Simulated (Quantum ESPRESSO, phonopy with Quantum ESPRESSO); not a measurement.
# Al (Fm-3m): a volume series of phonon spectra, part 5 of 6

Which modes of Al drive its thermal expansion?

Experimental results on record:
- volume expansion coefficient 69 1e-6/K and heat capacity C_P per formula unit 24.2 J/mol/K near room temperature (given in “High-Throughput Prediction of Finite-Temperature Properties using the Quasi-Harmonic Approximation”, 2016, arXiv:1603.06924)

Quantum ESPRESSO 7.5; DFT PBE, scalar-relativistic, plane waves, GBRV ultrasoft pseudopotentials.

So far, highest frequency (cm⁻¹): step 6 (lattice dynamics at this volume, V/V0 1) 326.

### 7. Ground state at this cell, V/V0 1.015

A tight ground state at this cell gives the energy of this member; its pressure is the stress at this cutoff, which can carry an offset from the finite basis.

This step: DFT PBE, scalar-relativistic, plane waves, GBRV ultrasoft pseudopotentials (Quantum ESPRESSO 7.5).

System of this step: Al. It takes space group Fm-3m (No. 225, cubic). Conventional cell: a = 4.061 Å, b = 4.061 Å, c = 4.061 Å, α = 90.00°, β = 90.00°, γ = 90.00°. Nearest to Al lie 12 Al at 2.87 Å.

scf.in

```
&CONTROL
  calculation = 'scf'
  prefix      = 'x'
  outdir      = './tmp'
  pseudo_dir  = './pseudo'
  tprnfor     = .true.
  tstress     = .true.
/
&SYSTEM
  ibrav       = 0
  nat         = 1
  ntyp        = 1
  ecutwfc     = 40.0
  ecutrho     = 240.0
  occupations = 'smearing'
  smearing    = 'mv'
  degauss     = 0.02
/
&ELECTRONS
  conv_thr         = 1.0d-12
  mixing_beta      = 0.7
  electron_maxstep = 100
/
ATOMIC_SPECIES
 Al     26.9815  Al.upf
CELL_PARAMETERS angstrom
     0.000000000    2.030343866    2.030343866
     2.030343866    0.000000000    2.030343866
     2.030343866    2.030343866    0.000000000
ATOMIC_POSITIONS crystal
 Al     0.000000000   0.000000000   0.000000000
K_POINTS automatic
 16 16 16 0 0 0
```

Run with:

```
OMP_NUM_THREADS=1 mpirun -n 4 pw.x -nk 4 -in scf.in > scf.out
```

Output:

```text
[banner, memory and clock lines left out]
Program PWSCF v.7.5

     Message from routine setup:
     using ibrav=0 with symmetry is DISCOURAGED, use correct ibrav instead

     G-vector sticks info

     bravais-lattice index     =            0
     lattice parameter (alat)  =       5.4260  a.u.
     unit-cell volume          =     112.9628 (a.u.)^3
     number of atoms/cell      =            1
     number of atomic types    =            1
[...]
Total force =     0.000000     Total SCF correction =     0.000000

     Computing stress (Cartesian axis) and pressure

          total   stress  (Ry/bohr**3)                   (kbar)     P=      -11.14
  -0.00007576  -0.00000000  -0.00000000          -11.14       -0.00       -0.00
  -0.00000000  -0.00007576  -0.00000000           -0.00      -11.14       -0.00
  -0.00000000  -0.00000000  -0.00007576           -0.00       -0.00      -11.14

     XML data file, charge density, pseudopotentials, collected wavefunctions
[key lines of the parts left out:]
!    total energy              =      -6.70800658 Ry
the Fermi energy is     7.7950 ev
convergence has been achieved in   7 iterations
```

Run time: 1.8 s. Hardware: 4 MPI ranks of AMD EPYC 9R45, shared host.

The run ends at a pressure of -1.11 GPa.

### 8. A displaced supercell

One atom (for the harmonic constants) or a pair of atoms (for the cubic ones) is moved by a few hundredths of an ångström; the forces on all atoms give a column of force constants. The threshold is tight because the forces are small.

System of this step: Al. It takes space group Imm2 (No. 44, orthorhombic). The conventional cell has a = 8.614 Å, b = 12.182 Å, c = 8.614 Å, α = 90.00°, β = 90.00°, γ = 90.00°. Al has 12 Al at 2.85 to 2.89 Å nearest. Nearest to Al lie 12 Al at 2.85 to 2.87 Å. Nearest to Al lie 12 Al at 2.87 to 2.89 Å. Nearest to Al lie 12 Al at 2.86 to 2.87 Å. Nearest to Al lie 12 Al at 2.87 Å. Al has 12 Al at 2.87 to 2.88 Å nearest.

disp-00001.in

```
&CONTROL
  calculation = 'scf'
  prefix      = 'x'
  outdir      = './tmp'
  pseudo_dir  = './pseudo'
  tprnfor     = .true.
  disk_io     = 'none'
/
&SYSTEM
  ibrav       = 0
  nat         = 27
  ntyp        = 1
  ecutwfc     = 40.0
  ecutrho     = 240.0
  occupations = 'smearing'
  smearing    = 'mv'
  degauss     = 0.02
/
&ELECTRONS
  conv_thr         = 1.0d-11
  mixing_beta      = 0.7
  electron_maxstep = 100
/
ATOMIC_SPECIES
 Al     26.9815  Al.upf
CELL_PARAMETERS angstrom
     0.000000000    6.091031598    6.091031598
     6.091031598    0.000000000    6.091031598
     6.091031598    6.091031598    0.000000000
ATOMIC_POSITIONS crystal
 Al     0.002321796   0.000000000   0.000000000
 Al     0.333333333   0.000000000   0.000000000
 Al     0.666666667   0.000000000   0.000000000
 Al     0.000000000   0.333333333   0.000000000
 Al     0.333333333   0.333333333   0.000000000
 Al     0.666666667   0.333333333   0.000000000
 Al     0.000000000   0.666666667   0.000000000
 Al     0.333333333   0.666666667   0.000000000
 Al     0.666666667   0.666666667   0.000000000
 Al     0.000000000   0.000000000   0.333333333
 Al     0.333333333   0.000000000   0.333333333
 Al     0.666666667   0.000000000   0.333333333
 Al     0.000000000   0.333333333   0.333333333
 Al     0.333333333   0.333333333   0.333333333
 Al     0.666666667   0.333333333   0.333333333
 Al     0.000000000   0.666666667   0.333333333
 Al     0.333333333   0.666666667   0.333333333
 Al     0.666666667   0.666666667   0.333333333
 Al     0.000000000   0.000000000   0.666666667
 Al     0.333333333   0.000000000   0.666666667
 Al     0.666666667   0.000000000   0.666666667
 Al     0.000000000   0.333333333   0.666666667
 Al     0.333333333   0.333333333   0.666666667
 Al     0.666666667   0.333333333   0.666666667
 Al     0.000000000   0.666666667   0.666666667
 Al     0.333333333   0.666666667   0.666666667
 Al     0.666666667   0.666666667   0.666666667
K_POINTS automatic
 5 5 5 0 0 0
```

Run with:

```
OMP_NUM_THREADS=1 mpirun -n 4 pw.x -nk 4 -in disp-00001.in > disp-00001.out
```

Output:

```text
[banner, memory and clock lines left out]
Program PWSCF v.7.5

     Message from routine setup:
     using ibrav=0 with symmetry is DISCOURAGED, use correct ibrav instead

     G-vector sticks info

     bravais-lattice index     =            0
     lattice parameter (alat)  =      16.2781  a.u.
     unit-cell volume          =    3049.9952 (a.u.)^3
     number of atoms/cell      =           27
     number of atomic types    =            1
[...]
atom    2 type  1   force =     0.00000000    0.00071109    0.00071109
     atom    3 type  1   force =    -0.00000000    0.00064631    0.00064631
[...]
atom   26 type  1   force =     0.00000147    0.00001067    0.00001067
     atom   27 type  1   force =     0.00000252   -0.00001284   -0.00001284

     Total force =     0.003911     Total SCF correction =     0.000002
     Message from routine punch:
     Nothing written, as per user request (disk_io='none')
[key lines of the parts left out:]
!    total energy              =    -181.10801818 Ry
the Fermi energy is     7.8546 ev
convergence has been achieved in  13 iterations
```

Run time: 1.7 min. Hardware: 4 MPI ranks.

### 9. Lattice dynamics at this volume, V/V0 1.015

This step: DFT PBE, scalar-relativistic, plane waves, GBRV ultrasoft pseudopotentials (phonopy with Quantum ESPRESSO 4.10.0 / 7.5).

The job ended after 1.7 min (4 threads).

Phonopy, no LO-TO term. The phonon branches at the labelled points (cm⁻¹):

| point | branch 1 | branch 2 | branch 3 |
| --- | --- | --- | --- |
| Γ | 0 | 0 | 0 |
| halfway | 127 | 127 | 226 |
| X | 184 | 184 | 303 |
| halfway | 183 | 203 | 296 |
| U | 179 | 241 | 277 |
| jump to K | 179 | 241 | 277 |
| halfway | 115 | 153 | 240 |
| Γ | 0 | 0 | 0 |
| halfway | 100 | 100 | 222 |
| L | 149 | 149 | 317 |
| halfway | 169 | 208 | 294 |
| W | 205 | 255 | 255 |
| halfway | 194 | 208 | 290 |
| X | 184 | 184 | 303 |

The phonon branches as a text plot (rows in cm⁻¹):

```
    310 |                                       *****
    297 |          ******                      *     **       ***
    284 |         *      **                            *     *
    271 |                  *****                        *  **
    257 |       **         *                 **          **
    244 |                 *     *                       *  *
    231 |     **         *  **                         *    *
    218 |               *                   *
    205 |              *                              *  ******
    191 |             *       ** **                  *  *    ****
    178 |    *     ********                *           *        *
    165 |         *        *                        ***
    152 |       **          **  *               *****
    139 |                     **   **          *
    125 |  ** **                         **  **
    112 |                       ***
     99 |    *                              *
     86 |                        **
     73 |  **                      ***     *
     59 | *                        **   *
     46 |                                **
     33 | *                          *
     20 |                               *
      7 |*                            **
         Γ           X  U|K            Γ         L        W     X
```

No mode is imaginary beyond numerical noise along the path.

The time given is that of the one pw.x run on a displaced cell behind this step.

### 10. Self-consistent run, V/V0 0.985

A tight ground state at this cell gives the energy of this member; its pressure is the stress at this cutoff, which can carry an offset from the finite basis.

This step: DFT PBE, scalar-relativistic, plane waves, GBRV ultrasoft pseudopotentials (Quantum ESPRESSO 7.5).

System of this step: Al. The structure is cubic, space group Fm-3m (No. 225). Conventional cell: a = 4.020 Å, b = 4.020 Å, c = 4.020 Å, α = 90.00°, β = 90.00°, γ = 90.00°. Nearest to Al lie 12 Al at 2.84 Å.

scf.in: that of step 7 with these lines changed.

```diff
@@ -26,5 +26,5 @@
 CELL_PARAMETERS angstrom
-     0.000000000    2.030343866    2.030343866
-     2.030343866    0.000000000    2.030343866
-     2.030343866    2.030343866    0.000000000
+     0.000000000    2.010140099    2.010140099
+     2.010140099    0.000000000    2.010140099
+     2.010140099    2.010140099    0.000000000
 ATOMIC_POSITIONS crystal
```

Run with:

```
OMP_NUM_THREADS=1 mpirun -n 4 pw.x -nk 4 -in scf.in > scf.out
```

Output:

```text
[banner, memory and clock lines left out]
Program PWSCF v.7.5

     Message from routine setup:
     using ibrav=0 with symmetry is DISCOURAGED, use correct ibrav instead

     G-vector sticks info

     bravais-lattice index     =            0
     lattice parameter (alat)  =       5.3721  a.u.
     unit-cell volume          =     109.6240 (a.u.)^3
     number of atoms/cell      =            1
     number of atomic types    =            1
[...]
Total force =     0.000000     Total SCF correction =     0.000000

     Computing stress (Cartesian axis) and pressure

          total   stress  (Ry/bohr**3)                   (kbar)     P=       12.14
   0.00008253  -0.00000000  -0.00000000           12.14       -0.00       -0.00
  -0.00000000   0.00008253  -0.00000000           -0.00       12.14       -0.00
  -0.00000000  -0.00000000   0.00008253           -0.00       -0.00       12.14

     XML data file, charge density, pseudopotentials, collected wavefunctions
[key lines of the parts left out:]
!    total energy              =      -6.70800267 Ry
the Fermi energy is     8.1082 ev
convergence has been achieved in   7 iterations
```

The job ended after 1.9 s (4 MPI ranks; 6.6 s of CPU time).

The run ends at a pressure of 1.21 GPa.

### 11. A displaced supercell

One atom (for the harmonic constants) or a pair of atoms (for the cubic ones) is moved by a few hundredths of an ångström; the forces on all atoms give a column of force constants. The threshold is tight because the forces are small.

System of this step: Al. Symmetry: Imm2, No. 44, orthorhombic system. Conventional cell: a = 8.528 Å, b = 12.061 Å, c = 8.528 Å, α = 90.00°, β = 90.00°, γ = 90.00°. Nearest to Al lie 12 Al at 2.82 to 2.86 Å. Al has 12 Al at 2.82 to 2.84 Å nearest. Nearest to Al lie 12 Al at 2.84 to 2.86 Å. Nearest to Al lie 12 Al at 2.83 to 2.84 Å. Al has 12 Al at 2.84 Å nearest. Nearest to Al lie 12 Al at 2.84 to 2.85 Å.

disp-00001.in: that of step 8 with these lines changed.

```diff
@@ -26,7 +26,7 @@
 CELL_PARAMETERS angstrom
-     0.000000000    6.091031598    6.091031598
-     6.091031598    0.000000000    6.091031598
-     6.091031598    6.091031598    0.000000000
+     0.000000000    6.030420297    6.030420297
+     6.030420297    0.000000000    6.030420297
+     6.030420297    6.030420297    0.000000000
 ATOMIC_POSITIONS crystal
- Al     0.002321796   0.000000000   0.000000000
+ Al     0.002345133   0.000000000   0.000000000
  Al     0.333333333   0.000000000   0.000000000
```

Run with:

```
OMP_NUM_THREADS=1 mpirun -n 4 pw.x -nk 4 -in disp-00001.in > disp-00001.out
```

Output:

```text
[banner, memory and clock lines left out]
Program PWSCF v.7.5

     Message from routine setup:
     using ibrav=0 with symmetry is DISCOURAGED, use correct ibrav instead

     G-vector sticks info

     bravais-lattice index     =            0
     lattice parameter (alat)  =      16.1162  a.u.
     unit-cell volume          =    2959.8475 (a.u.)^3
     number of atoms/cell      =           27
     number of atomic types    =            1
[...]
atom    2 type  1   force =    -0.00000000    0.00079928    0.00079928
     atom    3 type  1   force =    -0.00000000    0.00072891    0.00072891
[...]
atom   26 type  1   force =    -0.00000174    0.00000793    0.00000793
     atom   27 type  1   force =     0.00000192   -0.00001232   -0.00001232

     Total force =     0.004427     Total SCF correction =     0.000003
     Message from routine punch:
     Nothing written, as per user request (disk_io='none')
[key lines of the parts left out:]
!    total energy              =    -181.10812161 Ry
the Fermi energy is     8.1686 ev
convergence has been achieved in  12 iterations
```

Elapsed: 85 s, on 4 MPI ranks.

### 12. Phonons, V/V0 0.985

This step: DFT PBE, scalar-relativistic, plane waves, GBRV ultrasoft pseudopotentials (phonopy with Quantum ESPRESSO 4.10.0 / 7.5).

It took 85 s on 4 threads.

Phonopy, no LO-TO term. The phonon branches at the labelled points (cm⁻¹):

| point | branch 1 | branch 2 | branch 3 |
| --- | --- | --- | --- |
| Γ | 0 | 0 | 0 |
| halfway | 138 | 138 | 241 |
| X | 198 | 198 | 322 |
| halfway | 197 | 218 | 316 |
| U | 191 | 257 | 295 |
| jump to K | 191 | 257 | 295 |
| halfway | 123 | 164 | 255 |
| Γ | 0 | 0 | 0 |
| halfway | 107 | 107 | 235 |
| L | 158 | 158 | 336 |
| halfway | 180 | 222 | 312 |
| W | 219 | 271 | 271 |
| halfway | 209 | 223 | 309 |
| X | 198 | 198 | 322 |

The phonon branches as a text plot (rows in cm⁻¹):

```
    329 |            *                          ******
    315 |          ** ***                      *      *      ****
    301 |         *      **                            *
    287 |                  *****                        *  **
    273 |       **         *                 **          **
    259 |                 *     *                       *  *
    245 |     **         *  **                         *    *
    231 |               *                   *
    217 |              *                              *  ******
    203 |            ****     ** **                  *  *    ****
    189 |    *    ***    ***               *           *
    175 |                   **                      ***
    161 |       **              *               *****
    147 |                     **   **          *
    133 |  ** **                         **  **
    119 |                       ***
    105 |    *                              *
     91 |                        **
     77 |  **                      ***     *
     63 | *                        **   ***
     49 |
     35 | *                          *  *
     21 |
      7 |*                            **
         Γ           X  U|K            Γ         L        W     X
```

No mode is imaginary beyond numerical noise along the path.

The time given is that of the one pw.x run on a displaced cell behind this step.

### 13. Self-consistent run, V/V0 1.03

A tight ground state at this cell gives the energy of this member; its pressure is the stress at this cutoff, which can carry an offset from the finite basis.

This step: DFT PBE, scalar-relativistic, plane waves, GBRV ultrasoft pseudopotentials (Quantum ESPRESSO 7.5).

System of this step: Al. The structure is cubic, space group Fm-3m (No. 225). The conventional cell has a = 4.081 Å, b = 4.081 Å, c = 4.081 Å, α = 90.00°, β = 90.00°, γ = 90.00°. Nearest to Al lie 12 Al at 2.89 Å.

scf.in: that of step 10 with these lines changed.

```diff
@@ -26,5 +26,5 @@
 CELL_PARAMETERS angstrom
-     0.000000000    2.010140099    2.010140099
-     2.010140099    0.000000000    2.010140099
-     2.010140099    2.010140099    0.000000000
+     0.000000000    2.040296691    2.040296691
+     2.040296691    0.000000000    2.040296691
+     2.040296691    2.040296691    0.000000000
 ATOMIC_POSITIONS crystal
```

Run with:

```
OMP_NUM_THREADS=1 mpirun -n 4 pw.x -nk 4 -in scf.in > scf.out
```

Output:

```text
[banner, memory and clock lines left out]
Program PWSCF v.7.5

     Message from routine setup:
     using ibrav=0 with symmetry is DISCOURAGED, use correct ibrav instead

     G-vector sticks info

     bravais-lattice index     =            0
     lattice parameter (alat)  =       5.4526  a.u.
     unit-cell volume          =     114.6322 (a.u.)^3
     number of atoms/cell      =            1
     number of atomic types    =            1
[...]
Total force =     0.000000     Total SCF correction =     0.000000

     Computing stress (Cartesian axis) and pressure

          total   stress  (Ry/bohr**3)                   (kbar)     P=      -21.38
  -0.00014535   0.00000000  -0.00000000          -21.38        0.00       -0.00
   0.00000000  -0.00014535   0.00000000            0.00      -21.38        0.00
  -0.00000000   0.00000000  -0.00014535           -0.00        0.00      -21.38

     XML data file, charge density, pseudopotentials, collected wavefunctions
[key lines of the parts left out:]
!    total energy              =      -6.70782123 Ry
the Fermi energy is     7.6438 ev
convergence has been achieved in   7 iterations
```

The job ended after 1.8 s (4 MPI ranks; 6.5 s of CPU time).

The run ends at a pressure of -2.14 GPa.

### 14. A displaced supercell

One atom (for the harmonic constants) or a pair of atoms (for the cubic ones) is moved by a few hundredths of an ångström; the forces on all atoms give a column of force constants. The threshold is tight because the forces are small.

System of this step: Al. Symmetry: Imm2, No. 44, orthorhombic system. Conventional cell: a = 8.656 Å, b = 12.242 Å, c = 8.656 Å, α = 90.00°, β = 90.00°, γ = 90.00°. Nearest to Al lie 12 Al at 2.87 to 2.91 Å. Nearest to Al lie 12 Al at 2.87 to 2.89 Å. Al has 12 Al at 2.89 to 2.91 Å nearest. Al has 12 Al at 2.88 to 2.89 Å nearest. Nearest to Al lie 12 Al at 2.89 Å. Nearest to Al lie 12 Al at 2.89 to 2.90 Å.

disp-00001.in: that of step 11 with these lines changed.

```diff
@@ -26,7 +26,7 @@
 CELL_PARAMETERS angstrom
-     0.000000000    6.030420297    6.030420297
-     6.030420297    0.000000000    6.030420297
-     6.030420297    6.030420297    0.000000000
+     0.000000000    6.120890073    6.120890073
+     6.120890073    0.000000000    6.120890073
+     6.120890073    6.120890073    0.000000000
 ATOMIC_POSITIONS crystal
- Al     0.002345133   0.000000000   0.000000000
+ Al     0.002310470   0.000000000   0.000000000
  Al     0.333333333   0.000000000   0.000000000
```

Run with:

```
OMP_NUM_THREADS=1 mpirun -n 4 pw.x -nk 4 -in disp-00001.in > disp-00001.out
```

Output:

```text
[banner, memory and clock lines left out]
Program PWSCF v.7.5

     Message from routine setup:
     using ibrav=0 with symmetry is DISCOURAGED, use correct ibrav instead

     G-vector sticks info

     bravais-lattice index     =            0
     lattice parameter (alat)  =      16.3579  a.u.
     unit-cell volume          =    3095.0690 (a.u.)^3
     number of atoms/cell      =           27
     number of atomic types    =            1
[...]
atom    2 type  1   force =     0.00000000    0.00067066    0.00067066
     atom    3 type  1   force =    -0.00000000    0.00060675    0.00060675
[...]
atom   26 type  1   force =     0.00000166    0.00001247    0.00001247
     atom   27 type  1   force =     0.00000262   -0.00001358   -0.00001358

     Total force =     0.003671     Total SCF correction =     0.000001
     Message from routine punch:
     Nothing written, as per user request (disk_io='none')
[key lines of the parts left out:]
!    total energy              =    -181.10293645 Ry
the Fermi energy is     7.7035 ev
convergence has been achieved in  14 iterations
```

The job ended after 1.7 min (4 MPI ranks).

[end of part 5 of 6]

[Logs are printed without paths, hosts, clocks, repeated set-up lines and the standing remarks that a program may print on its own settings, such as how far it seeks lower states.]

[Hosts, paths, dates, database ids (printed as entryN), source tags and the programs' standing remarks are cut or masked in the printed files.]

[A step with changed settings may run another functional than the one named; its input shows which.]

[Of the runs on displaced cells, only some may be shown.]
